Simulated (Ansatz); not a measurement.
# How glassy 46SiO2-16Al2O3-16BaO-16Li2O-5Sc2O3 (mol %) changes with quench rate

Does a slower quench leave a cell of lower energy?

Computed with Ansatz 0.2.0: Kohn-Sham DFT, PBE, PAW (set soft_2). Every run is a single point, with the atoms held where the recipe put them (cutoff of the plane-wave runs 420 eV, fixed occupations).

First member: 121 atoms (17 Si, 12 Al, 6 Ba, 12 Li, 4 Sc, 70 O) placed at random at 3.16 g/cm³, melted at 4000 K for 10 ps at fixed volume with the Morse and Coulomb pair potential with partial charges (Pedone, Malavasi, Menziani, Cormack and Segre, J. Phys. Chem. B 110, 11780 (2006)). Quenched from 4000 K to 300 K at 10 K/ps and fixed volume, held 10 ps at zero pressure, then minimised at fixed cell.

Last member: 121 atoms (17 Si, 12 Al, 6 Ba, 12 Li, 4 Sc, 70 O) placed at random at 3.16 g/cm³, melted at 4000 K for 10 ps at fixed volume with the Morse and Coulomb pair potential with partial charges (Pedone, Malavasi, Menziani, Cormack and Segre, J. Phys. Chem. B 110, 11780 (2006)). Quenched from 4000 K to 300 K at 1000 K/ps and fixed volume, held 10 ps at zero pressure, then minimised at fixed cell.

The members:

```
quench rate (K/ps)        reduced formula  atoms  valence electrons  k-mesh        basis  density (g/cm³)
                10  Ba6Li12Sc4Al12Si17O70    121                664   1×1×1  plane waves             3.14
                30  Ba6Li12Sc4Al12Si17O70    121                664   1×1×1  plane waves             3.22
               100  Ba6Li12Sc4Al12Si17O70    121                664   1×1×1  plane waves             3.33
               300  Ba6Li12Sc4Al12Si17O70    121                664   1×1×1  plane waves             3.26
              1000  Ba6Li12Sc4Al12Si17O70    121                664   1×1×1  plane waves             3.14
```

Each cell is one sample from a classical run, so sample-to-sample scatter enters every column.

The input of the first member, without its atom lines; other members have their own cell and atoms, and may differ in mesh, basis and outputs:

```yaml
crystal:
  lattice:
    - [11.67426, 0.0, 0.0]
    - [0.0, 11.67426, 0.0]
    - [0.0, 0.0, 11.67426]
  atoms:
    [... 121 lines ...]
kpoints:
  mp_grid: { grid: [1, 1, 1] }
hamiltonian:
  xc: pbe
scf:
  occupations: { method: fixed }
output:
  forces: true
  stress: true
  populations: true
  dos:
    method: { smearing: { sigma: 0.15 } }
    de: 0.1
    projected: { site_lists: { Al: [Al], Ba: [Ba], Li: [Li], O: [O], Sc: [Sc] } }
  eigenvalues: true
  write_density: true
  write_potential: true
  volumetric_format: npy
```

**Question.** How do the results, the time and the memory go along the series?

Results; charges are mean Löwdin charges in e:

```csv
quench rate (K/ps),energy less the first member's (meV/atom),pressure (GPa),r.m.s. force (eV/Å),gap (eV),q(Sc),q(Ba),q(Li)
10,0.0,5.57,0.825,3.58,+1.28,+1.89,+0.81
30,3.6,6.14,0.845,3.75,+1.28,+1.90,+0.79
100,10.7,7.23,0.857,3.05,+1.27,+1.93,+0.78
300,14.0,5.58,0.899,3.50,+1.32,+1.89,+0.78
1000,49.1,5.13,0.830,3.22,+1.30,+1.89,+0.79
```

The gap is that between the highest filled and lowest empty Kohn-Sham level on the run's k-points; tail or defect levels can set it. The projection misses up to 0.062 e an atom, so the charges add up to more than the cell's charge.

Bonds in each cell, which the recipe sets and DFT didn't move; cutoffs follow each cell's own g(r) within set bounds (mean length in Å, and neighbours of the second kind about the first):

| quench rate (K/ps) | O-Si length | O-Si count | Al-O length | Al-O count |
| --- | --- | --- | --- | --- |
| 10 | - | - | - | - |
| 30 | 1.607 | 0.97 | 1.748 | 4.00 |
| 100 | 1.605 | 0.97 | 1.754 | 4.00 |
| 300 | 1.608 | 0.97 | 1.775 | 4.08 |
| 1000 | 1.607 | 0.97 | 1.776 | 4.08 |

Cost on 8 threads of Arm Neoverse N1, shared host:

| quench rate (K/ps) | atoms | basis | k-mesh | SCF cycles | time | host memory (GiB) |
| --- | --- | --- | --- | --- | --- | --- |
| 10 | 121 | plane waves | 1×1×1 | 10 | 44 s | 2.4 |
| 30 | 121 | plane waves | 1×1×1 | 10 | 58 s | 2.4 |
| 100 | 121 | plane waves | 1×1×1 | 10 | 61 s | 2.3 |
| 300 | 121 | plane waves | 1×1×1 | 10 | 53 s | 2.4 |
| 1000 | 121 | plane waves | 1×1×1 | 10 | 48 s | 2.4 |

Times include the outputs that each run asked for, on hosts shared with other jobs.

What the series shows: The energy against the first member goes steadily from 0.0 meV/atom at 10 to 49.1 meV/atom at 1000 K/ps; each member is a single configuration. The slowest quench gives the lowest energy, by only 3.6 meV/atom, within the scatter of single samples. The gap is lowest at 100 K/ps (3.05 eV) and highest at 30 K/ps (3.75 eV); in single samples it varies with the configuration. The mean charge on Sc is lowest at 100 K/ps (+1.27 e) and highest at 300 K/ps (+1.32 e). The density spans 3.14 to 3.33 g/cm³, so the columns mix its effect with that of the quench rate. The pressure is lowest at 1000 K/ps (5.1 GPa) and highest at 100 K/ps (7.2 GPa), with no steady trend. The cells differ in volume and aren't at zero pressure, which adds to their energy differences.

Caveats: No spin–orbit coupling is included, so levels derived from the heavy atoms are approximate. The network of bonds at the start is that of the classical potential that made the cell, and needn't be the one that DFT or experiment would give. The cells aren't relaxed by DFT, which could reorder their energies. Even the slowest of these quenches is many orders faster than a laboratory quench.

[Logs are printed without paths, hosts, clocks, repeated set-up lines and the standing remarks that a program may print on its own settings, such as how far it seeks lower states.]

[Hosts, paths, dates, database ids (printed as entryN), source tags and the programs' standing remarks are cut or masked in the printed files.]
